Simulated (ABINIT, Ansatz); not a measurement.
## KBr (Fm-3m): changed settings of a GW run in ABINIT

A base run on KBr (Fm-3m), then changed inputs.

Main program and level: ABINIT 10.8.3; PBE and many-body steps on it, plane waves.

This is a report of a sequence of runs, with most program output left out.

### Step 1. The structure

Symmetry: Fm-3m, No. 225, cubic system. Conventional cell: a = 6.600 Å, b = 6.600 Å, c = 6.600 Å, α = 90.00°, β = 90.00°, γ = 90.00°. Nearest to K lie 6 Br at 3.30 Å. Br has 6 K at 3.30 Å nearest. Farther neighbours and most contacts between anions are not listed.

As a file:

```cif
data_structure
_symmetry_space_group_name_H-M 'Fm-3m'
_symmetry_Int_Tables_number 225
_cell_length_a 6.6000
_cell_length_b 6.6000
_cell_length_c 6.6000
_cell_angle_alpha 90.000
_cell_angle_beta 90.000
_cell_angle_gamma 90.000
_cell_volume 287.50
loop_
_atom_site_label
_atom_site_type_symbol
_atom_site_symmetry_multiplicity
_atom_site_Wyckoff_symbol
_atom_site_fract_x
_atom_site_fract_y
_atom_site_fract_z
_atom_site_occupancy
K1 K 4 a 0.00000 0.00000 0.00000 1
Br1 Br 4 b 0.50000 0.00000 0.00000 1
```

The cell and positions come from the Crystallography Open Database and are kept as given unless a step says otherwise.

### Step 2. Screening, 4×4×4 mesh, 540 bands, screening to 283 eV

This step: ABINIT 10.8.3; RPA screening on PBE, plane waves, norm-conserving pseudopotentials.

The RPA dielectric matrix is built and inverted for each q.

Input file run.abi:

```
acell 3*1.0 Angstrom
rprim 
  0.000000000000 3.300000000000 3.300000000000
  3.300000000000 0.000000000000 3.300000000000
  3.300000000000 3.300000000000 0.000000000000
ntypat 2
znucl 19 35
natom 2
typat 1 2
xred 
  0.000000000000 0.000000000000 0.000000000000
  0.500000000000 0.500000000000 0.500000000000
pp_dirpath "pseudos"
pseudos "K.upf, Br.upf"
ecut 33
ngkpt 4 4 4
nshiftk 1
shiftk 0 0 0
kptopt 1
chksymbreak 0
istwfk *1
occopt 1
irdwfk 1
optdriver 3
nband 540
ecuteps 10.4
inclvkb 2
awtr 1
symchi 1
indata_prefix "in"
outdata_prefix "out"
tmpdata_prefix "tmp"
```

Run with:

```bash
OMP_NUM_THREADS=1 mpirun -n 4 abinit run.abi > log
```

The job ended after 7.5 min (4 MPI ranks of Arm Neoverse V2, shared host; peak memory 4.1 GiB; 30 min of CPU time).

Numbers from this step:

- ε∞ with local fields, on this mesh, along the program's q direction: 2.374
- the same without local fields: 2.854
- plasma frequency: 17.52 eV
- plane waves in the screening matrix: 749

Local fields lower ε∞ by 17 %.

### Step 3. Base

The self-energy is evaluated for the states that the input lists, and the levels follow from it, in one-shot runs by the linearised quasiparticle equation.

This step: G0W0 on PBE, plane waves, norm-conserving pseudopotentials.

run.abi: that of step 2 with these lines changed.

```diff
@@ -23,8 +23,15 @@
 irdwfk 1
-optdriver 3
+optdriver 4
 nband 540
+gwcalctyp 0
+ecutsigx 33
+symsigma 1
+nkptgw 1
+kptgw 
+  0.0000000000 0.0000000000 0.0000000000
+bdgw 
+  6 12
 ecuteps 10.4
-inclvkb 2
-awtr 1
-symchi 1
+irdscr 1
+ppmodel 1
 indata_prefix "in"
```

Run time: 2.9 min. Hardware: 4 MPI ranks; peak memory 4.9 GiB; 12 min of CPU time.

This step gave:

```
G0W0 gap on the points computed              : 7.014 eV
starting gap on the mesh                     : 4.436 eV
k of the valence top                         : 0, 0, 0
k of the conduction bottom                   : 0, 0, 0
Z at the valence top                         : 0.813
Z at the conduction bottom                   : 0.864
least direct G0W0 gap on the computed points : 7.014 eV
```

The gap on the mesh goes from 4.44 eV to 7.01 eV, a correction of +2.58 eV.

### Step 4. Smaller part of the screening matrix

run.abi: that of step 3 with these lines changed.

```diff
@@ -33,3 +33,3 @@
   6 12
-ecuteps 10.4
+ecuteps 2.6
 irdscr 1
```

Run time: 9.4 s. Hardware: 4 MPI ranks; peak memory 2.4 GiB.

This step gave:

```yaml
g0w0_gap_on_the_points_computed: 6.779 eV
starting_gap_on_the_mesh: 4.436 eV
k_of_the_valence_top: 0, 0, 0
k_of_the_conduction_bottom: 0, 0, 0
z_at_the_valence_top: 0.819
z_at_the_conduction_bottom: 0.866
least_direct_g0w0_gap_on_the_computed_points: 6.779 eV
```

### Step 5. Exchange cutoff of one hartree

run.abi: that of step 4 with these lines changed.

```diff
@@ -26,3 +26,3 @@
 gwcalctyp 0
-ecutsigx 33
+ecutsigx 1
 symsigma 1
@@ -33,3 +33,3 @@
   6 12
-ecuteps 2.6
+ecuteps 10.4
 irdscr 1
```

It took 4.1 s on 4 MPI ranks; peak memory 0.99 GiB; 16 s of CPU time.

The run ended normally, though the input holds a fault or crude settings.

The fault put into this input: exchange cutoff of one hartree. It printed a gap of 4.93 eV, an artefact of the input.

### Step 6. The runs together

Times are wall times on 4 MPI ranks of Arm Neoverse V2, shared host, good to a factor of about two. A run's time includes the screening step that it read.

| run | mesh | bands | screening cutoff (eV) | DFT gap (eV) | gap on the mesh (eV) | direct (eV) | ε∞ used | time |
| --- | --- | --- | --- | --- | --- | --- | --- | --- |
| base | 4×4×4 | 540 | 283 | 4.436 | 7.014 | 7.014 | 2.37 | 10 min |
| smaller part of the screening matrix | 4×4×4 | 540 | 70.7 | 4.436 | 6.779 | 6.779 | 2.37 | 7.7 min |

### Step 7. Results

```
base                                 : 7.014 eV
smaller part of the screening matrix : 6.779 eV
known limits                         : not at the basis limit; no spin-orbit coupling
```

Smaller part of the screening matrix: −0.235 eV against base (keys changed: ecuteps). Bands and cutoff are finite, so the gap is not at the basis limit. The miss can reach some tenths of an eV and take either sign; the mesh is an error of its own. In the G0W0 runs levels were corrected at 1 k point alone, so a gap called «on the mesh» is the least over those, and an edge elsewhere would be missed. The many-body steps are scalar-relativistic: spin-orbit coupling is not in them.

[Paths, hosts, dates, memory and timing lines, banners, echoed tables and standing remarks are left out of the program output.]

[Logs are printed without paths, hosts, clocks, repeated set-up lines and the standing remarks that a program may print on its own settings, such as how far it seeks lower states.]

[Runs of the session that timed out or met a known fault of the program may be left out.]

[Hosts, paths, dates, database ids (printed as entryN), source tags and the programs' standing remarks are cut or masked in the printed files.]

[G0W0 gaps are taken among the corrected bands and points alone; a level outside them can change the order at an edge.]

[Where Ansatz stands beside ABINIT at settings called matched, ABINIT's density can come from a denser mesh and the files from another edition; pairs whose starting gaps differed by over 0.03 eV were left out, so agreement reads better than it is.]
